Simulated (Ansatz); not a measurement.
## Electron–phonon scattering in Pd-Pt stack of (111) layers

How good a conductor is Pd-Pt stack of (111) layers when only phonons scatter, and how much computing does the answer need?

Program: Ansatz 0.2.0. Level of theory: DFT PBEsol, scalar-relativistic, plane waves, PAW. Results are calculated unless marked as measured.

## 1. Set-up

The cell holds 2 atoms: 1 Pd and 1 Pt. Cell: a = 2.772 Å, b = 2.772 Å, c = 13.263 Å, α = 90.0°, β = 90.0°, γ = 120.0°. Vacuum lies along c.

## 2. Relaxing cell and atoms

Lattice constant and positions set the bands and the force constants, so the cell is relaxed first.

input.yaml reads:

```yaml
crystal:
  lattice:
    - [2.77186, 0.0, 0.0]
    - [-1.38593, 2.4005, 0.0]
    - [0.0, 0.0, 13.26321]
  atoms:
    - { symbol: Pd, position: [0.0, 0.0, 0.41468082] }
    - { symbol: Pt, position: [0.33333333, 0.66666667, 0.58531918] }
  periodic: [true, true, false]
kpoints:
  mp_grid: { grid: [12, 12, 1] }
hamiltonian:
  xc: pbesol
scf:
  occupations: { method: gaussian, width: 0.1 }
output:
  forces: true
  stress: true
  eigenvalues: true
  write_density: true
  write_potential: true
  elf: true
  volumetric_format: npy
relax:
  adjacent_minimum: "off"
  f_tol: 0.005
  max_steps: 80
  cell: { stress_2d_tol: 0.02 }
```

Run with:

```bash
$ ansatz run input.yaml --threads 4 --pin off --max-ram 16384MiB --backend cpu --events-out ev --progress --plain --runs-dir out
```

Numbers of over 12 decimals in the logs are rounded to 6 here.

Log:

```text
Warning: crystal.periodic: the lattice vector that does not repeat stood 0.000° off the slab's normal, 13.263 Å along it as the deck builds it. The run solves the slab on a vector along the normal, 28.326 Å long, with every atom where it was (on the deck's vector they left 11.00 Å outside them, and the widest stretch free of ions among them is 2.26 Å). A fractional position that the run reports is one of the run's ce [...]
crystal.periodic: the lattice vector that does not repeat stood 0.000° off the slab's normal, 13.263 Å along it as the deck builds it. The run solves the slab on a vector along the normal, 28.326 Å long, with every atom where it was (on the deck's vector they left 11.00 Å outside them, and the widest stretch free of ions among them is 2.26 Å). A fractional position that the run reports is one of the run's cell, which [...]
Engine: ansatz 0.2.0, aarch64-unknown-linux-gnu
Pseudopotentials: kind: paw
Pseudopotential: Pd, paw, valence charge 18, recommended cutoff 420 eV (normal), Pd.paw.azcp
Pseudopotential: Pt, paw, valence charge 18, recommended cutoff 420 eV (normal), Pt.paw.azcp
Functional definition: PBEsol
  exchange = pbesol_x
  correlation = pbesol_c
Crystal: 2 atoms, lattice volume = 188.480 Å³
Basis set: ecut = 420 eV, 3695 PW (Γ), exchange–correlation on 40×40×384 points (8 copies of the dense FFT grid, shifted against one another)
Bands: 22, of which v1, the nominal top of the filled ones, is band 18 counted from 1 (17 counted from 0)
Symmetry: 6 space group operations
Space group: P3m1 (ITA 156), of the structure as read, at distance tolerance 5.7e-5 Å
k-points: 19 of 144 (time reversal used)
Non-local potential: Pd, projectors of the file, l = 0: 2, l = 1: 2, l = 2: 2, l = 3: 1
Non-local potential: Pt, projectors of the file, l = 0: 3, l = 1: 2, l = 2: 2, l = 3: 1
PAW form: soft (Blöchl's): semilocal exchange-correlation on the pseudo side does not see the compensation charge
PAW frozen core: Pd, regenerated for the run's functional, and the local potential with it (the file was generated under x = pbe(κ = 0.804, μ = 0.219515), c = pbe(β = 0.066725))
PAW frozen core: Pt, regenerated for the run's functional, and the local potential with it (the file was generated under x = pbe(κ = 0.804, μ = 0.219515), c = pbe(β = 0.066725))
PAW one-centre angular grid: Pd, 590 points (default); XC on 64 Gauss nodes
PAW one-centre angular grid: Pt, 590 points (default); XC on 64 Gauss nodes
Initial density: superposition of atomic densities (neutral atoms: chi_scale 0, normalization atom), corrected by the library's trained network
Initial wavefunctions: pseudopotential atomic-orbital guess
Functional: x = pbesol(κ = 0.804, μ = 0.123457), c = pbesol(β = 0.046)
SCF iter   1: F=—  HF=-19289.028501 eV  |F-HF|=—  |Δ(HF+E_count)|=         —  Δρ=4.72e-3  dr2=4.90e-2  ethr=1.77e-3  ⟨swp⟩=13.8  Hψ=3510  notcnv=0
preconditioner: auto → LDOS  [metal: Δε(μ)=0.028 eV  Ē_g=6.876 eV  σ=0.100 eV  W_gap=0.16  n_scr=18 (ndim 8)  ℏωp=12.1 eV  f_vac=0.776  D(μ)=5.74/eV (n_scr^D=20)  β→1.0]
SCF iter   2: F=—  HF=-19289.031855 eV  |F-HF|=—  |Δ(HF+E_count)|=   3.35e-3  Δρ=3.73e-3  dr2=8.19e-2  ethr=1.36e-4  ⟨swp⟩=3.3  Hψ=1183  notcnv=0  defer=1
SCF iter   3: F=—  HF=-19289.023423 eV  |F-HF|=—  |Δ(HF+E_count)|=   8.43e-3  Δρ=1.34e-3  dr2=1.11e-2  ethr=1.36e-4  ⟨swp⟩=2.3  Hψ=724  notcnv=0  defer=1
SCF iter   4: F=—  HF=-19289.023900 eV  |F-HF|=—  |Δ(HF+E_count)|=   4.77e-4  Δρ=9.22e-4  dr2=1.07e-2  ethr=3.08e-5  ⟨swp⟩=3.2  Hψ=874  notcnv=0  defer=1
SCF iter   5: F=—  HF=-19289.023038 eV  |F-HF|=—  |Δ(HF+E_count)|=   8.62e-4  Δρ=3.64e-4  dr2=1.51e-3  ethr=2.97e-5  ⟨swp⟩=3.0  Hψ=803  notcnv=0  defer=1
SCF iter   6: F=—  HF=-19289.022989 eV  |F-HF|=—  |Δ(HF+E_count)|=   4.96e-5  Δρ=1.37e-4  dr2=3.03e-5  ethr=4.21e-6  ⟨swp⟩=3.3  Hψ=790  notcnv=0  defer=1
SCF iter   7: F=—  HF=-19289.023137 eV  |F-HF|=—  |Δ(HF+E_count)|=   1.48e-4  Δρ=3.14e-5  dr2=4.01e-6  ethr=8.43e-8  ⟨swp⟩=4.1  Hψ=1052  notcnv=0  defer=1
SCF iter   8: F=—  HF=-19289.023139 eV  |F-HF|=—  |Δ(HF+E_count)|=   2.68e-6  Δρ=7.41e-6  dr2=3.41e-7  ethr=1.11e-8  ⟨swp⟩=2.2  Hψ=678  notcnv=0  defer=1
SCF iter   9: F=-19289.023140 eV  HF=-19289.023140 eV  |F-HF|=1.74e-8  |Δ(HF+E_count)|=   4.25e-7  Δρ=2.77e-6  dr2=1.59e-8  ethr=2.78e-10  ⟨swp⟩=22.7  Hψ=5035  notcnv=0
SCF 1 converged in 9 iterations: F = -19289.023140 eV  dr2 = 1.59e-8
  greatest PAW one-centre occupation: 1.000 electrons in one spin orbital (limit 2), on the Pt atom at site 1 (counted from 0), in its partial waves of l = 0
relax step   1: F+E_penalty+E_count = -19289.02313970 eV  Δ(F+E_penalty+E_count) = +0.000e0 eV  max|allowed force component| = 1.358e-1 eV/Å  Δτ_max = 0.0000 Å  P = -10.029 N/m  Ω = 188.480 Å³  fix = [c, alpha, beta]  reactions: c +0.000 N/m  (9 SCF iters, dr2 threshold 1.00e-7 eV, accepted)
Crystal: 2 atoms, lattice volume = 170.599 Å³
Basis set: ecut = 420 eV, 3425 PW (Γ), exchange–correlation on 40×40×384 points (8 copies of the dense FFT grid, shifted against one another)
Initial density: handed on by an earlier stage of this run
Initial wavefunctions: those handed on with the density
iter 1 solved again at ethr=7.45e-4 eV; its pass at ethr=3.10e-3 eV (dr2=2.68e-1 eV) is discarded
SCF iter   1: F=—  HF=-19289.210972 eV  |F-HF|=—  |Δ(HF+E_count)|=         —  Δρ=7.85e-3  dr2=2.72e-1  ethr=7.45e-4  ⟨swp⟩=1.8  Hψ=3521  notcnv=0
preconditioner: auto → LDOS  [metal: Δε(μ)=0.059 eV  Ē_g=7.620 eV  σ=0.100 eV  W_gap=0.30  n_scr=18 (ndim 8)  ℏωp=12.7 eV  f_vac=0.777  D(μ)=4.79/eV (n_scr^D=20)  β→1.0]
SCF iter   2: F=—  HF=-19289.195580 eV  |F-HF|=—  |Δ(HF+E_count)|=   1.54e-2  Δρ=3.58e-3  dr2=1.00e-1  ethr=7.45e-4  ⟨swp⟩=3.1  Hψ=642  notcnv=0
SCF iter   3: F=—  HF=-19289.194420 eV  |F-HF|=—  |Δ(HF+E_count)|=   1.16e-3  Δρ=2.93e-3  dr2=3.90e-2  ethr=2.78e-4  ⟨swp⟩=2.5  Hψ=581  notcnv=0
SCF iter   4: F=—  HF=-19289.192481 eV  |F-HF|=—  |Δ(HF+E_count)|=   1.94e-3  Δρ=7.14e-4  dr2=4.21e-3  ethr=1.08e-4  ⟨swp⟩=2.2  Hψ=559  notcnv=0
SCF iter   5: F=—  HF=-19289.192878 eV  |F-HF|=—  |Δ(HF+E_count)|=   3.97e-4  Δρ=2.72e-4  dr2=1.16e-4  ethr=1.17e-5  ⟨swp⟩=2.6  Hψ=821  notcnv=0
SCF iter   6: F=—  HF=-19289.192988 eV  |F-HF|=—  |Δ(HF+E_count)|=   1.11e-4  Δρ=6.17e-5  dr2=4.86e-6  ethr=3.23e-7  ⟨swp⟩=3.8  Hψ=1027  notcnv=0
SCF iter   7: F=—  HF=-19289.192992 eV  |F-HF|=—  |Δ(HF+E_count)|=   4.11e-6  Δρ=1.76e-5  dr2=8.80e-7  ethr=1.35e-8  ⟨swp⟩=3.5  Hψ=957  notcnv=0
SCF iter   8: F=-19289.192994 eV  HF=-19289.192993 eV  |F-HF|=2.17e-7  |Δ(HF+E_count)|=   9.25e-7  Δρ=5.82e-6  dr2=9.61e-8  ethr=5.56e-10  ⟨swp⟩=23.9  Hψ=5338  notcnv=0
[...]
SCF iter   5: F=—  HF=-19289.214458 eV  |F-HF|=—  |Δ(HF+E_count)|=   4.66e-5  Δρ=1.76e-4  dr2=3.08e-4  ethr=2.03e-6  ⟨swp⟩=2.1  Hψ=589  notcnv=0
SCF iter   6: F=—  HF=-19289.214462 eV  |F-HF|=—  |Δ(HF+E_count)|=   4.14e-6  Δρ=9.71e-5  dr2=1.21e-5  ethr=8.57e-7  ⟨swp⟩=2.1  Hψ=611  notcnv=0
SCF iter   7: F=—  HF=-19289.214597 eV  |F-HF|=—  |Δ(HF+E_count)|=   1.36e-4  Δρ=3.79e-5  dr2=2.06e-6  ethr=3.35e-8  ⟨swp⟩=3.4  Hψ=905  notcnv=0
SCF iter   8: F=—  HF=-19289.214598 eV  |F-HF|=—  |Δ(HF+E_count)|=   8.45e-7  Δρ=2.85e-5  dr2=1.41e-6  ethr=5.72e-9  ⟨swp⟩=3.2  Hψ=899  notcnv=0
SCF iter   9: F=-19289.214598 eV  HF=-19289.214598 eV  |F-HF|=1.09e-7  |Δ(HF+E_count)|=   2.88e-7  Δρ=9.32e-6  dr2=1.46e-7  ethr=5.56e-10  ⟨swp⟩=19.4  Hψ=5411  notcnv=0
SCF 3 converged in 9 iterations: F = -19289.214598 eV  dr2 = 1.46e-7
relax step   3: F+E_penalty+E_count = -19289.21459792 eV  Δ(F+E_penalty+E_count) = -2.160e-2 eV  max|allowed force component| = 1.426e-2 eV/Å  Δτ_max = 0.0257 Å  P = -0.679 N/m  Ω = 173.693 Å³  energy of the carried Pulay correction = +8.457e-4 eV  fix = [c, alpha, beta]  reactions: c -0.000 N/m  (9 SCF iters, dr2 threshold 2.00e-7 eV, accepted)
[...]
relax step   4: F+E_penalty+E_count = -19289.21527754 eV  Δ(F+E_penalty+E_count) = -6.796e-4 eV  max|allowed force component| = 5.197e-3 eV/Å  Δτ_max = 0.0025 Å  P = -0.045 N/m  Ω = 172.961 Å³  energy of the carried Pulay correction = +8.894e-4 eV  fix = [c, alpha, beta]  reactions: c -0.000 N/m  (7 SCF iters, dr2 threshold 2.00e-7 eV, accepted)
[...]
relax step   5: F+E_penalty+E_count = -19289.21528717 eV  Δ(F+E_penalty+E_count) = -9.632e-6 eV  max|allowed force component| = 2.338e-5 eV/Å  Δτ_max = 0.0005 Å  P = -0.002 N/m  Ω = 172.900 Å³  energy of the carried Pulay correction = +8.930e-4 eV  fix = [c, alpha, beta]  reactions: c -0.000 N/m  (7 SCF iters, dr2 threshold 3.38e-9 eV, accepted)
[...]
relax step   6: F+E_penalty+E_count = -19289.21399616 eV  Δ(F+E_penalty+E_count) = +1.291e-3 eV  max|allowed force component| = 1.110e-4 eV/Å  Δτ_max = 0.0000 Å  P = +0.021 N/m  Ω = 172.900 Å³  fix = [c, alpha, beta]  reactions: c +0.000 N/m  stress off target by 2.07e-2 N/m on what of the cell is left free  SCF on the basis re-selected at this cell (its energy is not comparable with the rows above)  (11 SCF iters)
[...]
relax step   7: F+E_penalty+E_count = -19289.21399506 eV  Δ(F+E_penalty+E_count) = +1.100e-6 eV  max|allowed force component| = 3.397e-5 eV/Å  Δτ_max = 0.0000 Å  P = +0.000 N/m  Ω = 172.922 Å³  energy of the carried Pulay correction = -1.607e-6 eV  fix = [c, alpha, beta]  reactions: c +0.000 N/m  (5 SCF iters, dr2 threshold 7.12e-10 eV, accepted)
iter 1 solved again at ethr=2.01e-6 eV; its pass at ethr=3.10e-3 eV (dr2=7.23e-4 eV) is discarded
SCF iter   1: F=—  HF=-19289.214009 eV  |F-HF|=—  |Δ(HF+E_count)|=         —  Δρ=6.49e-6  dr2=3.11e-8  ethr=2.01e-6  ⟨swp⟩=5.3  Hψ=5291  notcnv=0
eigensolver tolerance schedule: the retry pair's looser diagonalisation over-reported the residual by 23240.84 of it (diagonalisation noise at an unbounded share of the residual, at the tolerance the schedule requests for it); recorded, not acted on — ethr = c·dr2/N_el stays at c = 1.0e-1
SCF iter   2: F=—  HF=-19289.213995 eV  |F-HF|=—  |Δ(HF+E_count)|=   1.42e-5  Δρ=9.09e-6  dr2=1.21e-7  ethr=8.64e-11  ⟨swp⟩=7.2  Hψ=1996  notcnv=0
SCF iter   3: F=—  HF=-19289.213995 eV  |F-HF|=—  |Δ(HF+E_count)|=   1.17e-8  Δρ=3.98e-6  dr2=9.53e-9  ethr=8.64e-11  ⟨swp⟩=2.8  Hψ=881  notcnv=0
SCF iter   4: F=—  HF=-19289.213995 eV  |F-HF|=—  |Δ(HF+E_count)|=   1.09e-9  Δρ=2.75e-6  dr2=5.56e-9  ethr=2.65e-11  ⟨swp⟩=2.0  Hψ=530  notcnv=0
SCF iter   5: F=—  HF=-19289.213995 eV  |F-HF|=—  |Δ(HF+E_count)|=  6.00e-10  Δρ=1.43e-6  dr2=1.37e-9  ethr=1.55e-11  ⟨swp⟩=2.3  Hψ=707  notcnv=0
SCF iter   6: F=—  HF=-19289.213995 eV  |F-HF|=—  |Δ(HF+E_count)|=  1.82e-11  Δρ=1.08e-6  dr2=7.58e-10  ethr=3.82e-12  ⟨swp⟩=2.3  Hψ=684  notcnv=0
SCF iter   7: F=—  HF=-19289.213995 eV  |F-HF|=—  |Δ(HF+E_count)|=  1.13e-10  Δρ=1.03e-6  dr2=6.92e-10  ethr=2.10e-12  ⟨swp⟩=1.3  Hψ=465  notcnv=0
SCF iter   8: F=—  HF=-19289.213995 eV  |F-HF|=—  |Δ(HF+E_count)|=  9.46e-11  Δρ=8.86e-7  dr2=5.18e-10  ethr=1.92e-12  ⟨swp⟩=1.2  Hψ=437  notcnv=0
SCF iter   9: F=—  HF=-19289.213995 eV  |F-HF|=—  |Δ(HF+E_count)|=  2.07e-10  Δρ=2.05e-7  dr2=2.56e-11  ethr=1.44e-12  ⟨swp⟩=2.3  Hψ=770  notcnv=0
SCF iter  10: F=-19289.213995 eV  HF=-19289.213995 eV  |F-HF|=1.06e-10  |Δ(HF+E_count)|=  3.27e-11  Δρ=1.95e-8  dr2=1.69e-12  ethr=1.00e-12  ⟨swp⟩=11.9  Hψ=3446  notcnv=0
SCF 8 converged in 10 iterations: F = -19289.213995 eV  dr2 = 1.69e-12
relax step   8: F+E_penalty+E_count = -19289.21399506 eV  Δ(F+E_penalty+E_count) = -4.038e-10 eV  max|allowed force component| = 3.156e-5 eV/Å  Δτ_max = 0.0000 Å  P = +0.000 N/m  Ω = 172.922 Å³  fix = [c, alpha, beta]  reactions: c +0.000 N/m  stress off target by 3.23e-4 N/m on what of the cell is left free  SCF on the basis re-selected at this cell (its energy is not comparable with the rows above)  (10 SCF iters)
basis re-selected at this cell: Δ(F+E_penalty+E_count) = -4.038e-10 eV, ΔP = +0.000 N/m vs the last step (what re-selecting the basis moved, of the pressure what is left beyond the Pulay correction that the steps carried, after the strain that the cell walked since its last selection, with what the two solves' SCF thresholds leave and, on support functions, any second-order correction that the steps lacked; it is no  [...]
SCF converged after 10 iterations
Free energy (F): -19289.213995 eV
Harris-Foulkes:  -19289.213995 eV  (|F-HF|=1.06e-10)
Internal energy: -19289.187911 eV  (E = F + TS)
E sigma→0 (E₀):  -19289.200953 eV
Entropy (-TS):   -0.026084 eV (-13.042 meV/atom)
Fermi energy:    -5.506581 eV
--- Per-component energies (eV) ---
  E_band       = -1229.717382
  E_kinetic    = 1151.837118
  E_local      = -112078.852655  (includes V_loc(G=0)·N_el)
  E_nonlocal   = 423.188208
  E_hartree    = 55203.957766
  E_xc         = -426.742659
  E_vxc        = -511.812107  (∫ρ·V_xc dr)
  E_paw        = -13001.923646  (= ΣΔE_a)
  E_vpaw       = -621.993915  (= ΣTr[D̂ρ^β])
  E_aug_tail   = 0.000385  (compensation charges beyond the density's cutoff)
  E_ewald      = 49438.758066
  E_core_change = 0.589505  (= ΣΔE_core)
  E_smearing   = -0.026084  (= −TS)
  E_closure    = 0.000000  (closes the sum)
  Σ components = -19289.213995   (vs F -19289.213995, Δ=0.00e0)
--- Forces (eV/Å), atoms counted from 1 ---
  atom   1  Pd     0.00000000     0.00000000     0.00003203
  atom   2  Pt     0.00000000    -0.00000000    -0.00003109
  max |Σ_I F_I| component: 9.47e-7 eV/Å
--- 2D stress c σ (N/m, compression-positive) ---
        0.000323      -0.000000       0.000000
        0.000000       0.000323      -0.000000
        0.000000      -0.000000       0.000000
  P = ½ c Tr σ = 0.0003 N/m
--- Band table (eV; the first three rows and the last of 19) ---
  k-point 0: bands = [... 14 lower, -8.2379, -6.7981, -6.3399, -6.3399, -5.4865, -5.4865, -4.6066, -0.3492]
  k-point 1: bands = [... 14 lower, -8.0737, -7.1712, -6.4131, -6.3617, -5.8510, -5.4988, -3.6790, -0.1543]
  k-point 2: bands = [... 14 lower, -7.7449, -7.6146, -6.9882, -6.5778, -5.5420, -5.3587, -2.3311, 0.4228]
  k-point 18: bands = [... 14 lower, -8.1956, -6.9848, -6.0824, -5.8730, 0.7528, 2.2725, 2.4238, 3.2659]
--- Relaxed structure (6 steps of the walk, 6 accepted, 2 SCFs on fresh bases) ---
  F+E_penalty+E_count = -19289.21399506 eV   max|allowed force component| = 3.156e-5 eV/Å   (the final SCF, on the basis selected at the relaxed cell)
  cell:  # Å, volume = 172.9223 Å³
    - [2.654999, 0, 0]
    - [-1.327499, 2.299296, 0]
    - [0, 0, 28.326425]
  atoms:
    - { symbol: Pd, position: [-1.8503717008154225e-17, -9.251858607474689e-18, 0.193094] }
    - { symbol: Pt, position: [0.333333, 0.666667, 0.275133] }
```

Wall time 22 s (4 threads of Arm Neoverse V1, shared host); peak memory 0.5 GiB; 84 s of CPU time.

Relaxation path:

```tsv
step	energy less that of the first step (eV)	largest force component (eV/Å)	volume (Å³)
1	0.0000	0.1358	188.48
2	-0.1699	0.5112	170.60
3	-0.1915	0.0143	173.69
4	-0.1921	0.0052	172.96
5	-0.1921	0.0000	172.90
6*	-0.1909	0.0001	172.90
7	-0.1909	0.0000	172.92
8*	-0.1909	0.0000	172.92
```

Relaxation steps marked * repeat the geometry before them on a plane-wave basis chosen anew for their cell, so energy and pressure can jump there.

Forces are held to the 6 operations that the run works with; a distortion that breaks them can't arise in this run.

```tsv
cell as run	before	after	change
a (Å)	2.772	2.655	-4.2 %
b (Å)	2.772	2.655	-4.2 %
```

The atoms that moved most (Å, along periodic axes as changes of fractional coordinates times the final cell, across vacuum about the mean position):

```tsv
atom	dx	dy	dz	length
Pd1	0.000	0.000	-0.030	0.030
Pt2	0.000	0.000	0.030	0.030
```

Final coordinates:

```
Pd Pt
1.0
     2.65500    0.00000    0.00000
    -1.32750    2.29930    0.00000
     0.00000    0.00000   28.32642
Pd Pt
1 1
Cartesian
  0.0000 0.0000 5.4697
  0.0000 1.5329 7.7935
```

Numbers from this step:

| Item | Value |
| --- | --- |
| metallic on mesh | yes |
| gap on the k-mesh | 0 eV |

Electrostatic potential energy in the ca plane at fractional y = 0.667, with atoms of Pt within 0.2 Å of it. With pseudopotentials it is smooth inside the atoms' cores, unlike the true potential.

Ten even steps from '0' (-60 eV) to '9' (0 eV), each cell a mean:
```
99999999999997546899888999999999999999999999
99999999999997546899888999999999999999999999
99999999999998767898645799999999999999999999
99999999999999888986100489999999999999999999
99999999999999999984000169999999999999999999
99999999999999999984000169999999999999999999
99999999999999888986100379999999999999999999
99999999999998767898534799999999999999999999
```
Columns run along c (16.0 Å, from fractional 0.00 to 0.56 of the cell; values clipped at the 3rd and 97th percentile), rows up along a (2.7 Å). Atoms in or near the plane, at fractional coordinates: Pt at (0.28, 0.33).

Valence density in the ca plane at fractional y = 0.667, with atoms of Pt within 0.2 Å of it. It is the smooth field of the valence electrons, not physical close to the nuclei.

Ten steps, logarithmic in the rise over the least value, from '0' (0 e/Å³) to '9' (11 e/Å³), each cell a mean:
```
00000000000124665322333321000000000000000000
00000000000124565322343321000000000000000000
00000000000013454323565421000000000000000000
00000000000012333235788631000000000000000000
00000000000012222236999742000000000000000000
00000000000012222236999842000000000000000000
00000000000012333235798631000000000000000000
00000000000013454323566421000000000000000000
```
Columns run along c (16.0 Å, from fractional 0.00 to 0.56 of the cell), rows up along a (2.7 Å). Atoms in or near the plane, at fractional coordinates: Pt at (0.28, 0.33).

ELF in the ca plane at fractional y = 0.667, with atoms of Pt within 0.2 Å of it. It is the smooth field of the valence electrons, not physical close to the nuclei.

Ten even steps from '0' (0.00) to '9' (0.68), each cell a mean:
```
00000000001124565323344432100000000000000000
00000000001124565323344432100000000000000000
00000000001123443233555442100000000000000000
00000000001223332235898743100000000000000000
00000000001123333346999853210000000000000000
00000000001123333346999853210000000000000000
00000000001223332335899743100000000000000000
00000000001123443234566543100000000000000000
```
Columns run along c (16.0 Å, from fractional 0.00 to 0.56 of the cell), rows up along a (2.7 Å). Atoms in or near the plane, at fractional coordinates: Pt at (0.28, 0.33).

The relaxation ends with a largest force component of 3.2e-5 eV/Å.

(Part 1 of 3 ends here.)

[Logs are printed without paths, hosts, clocks, repeated set-up lines and the standing remarks that a program may print on its own settings, such as how far it seeks lower states.]

[Hosts, paths, dates, database ids (printed as entryN), source tags and the programs' standing remarks are cut or masked in the printed files.]
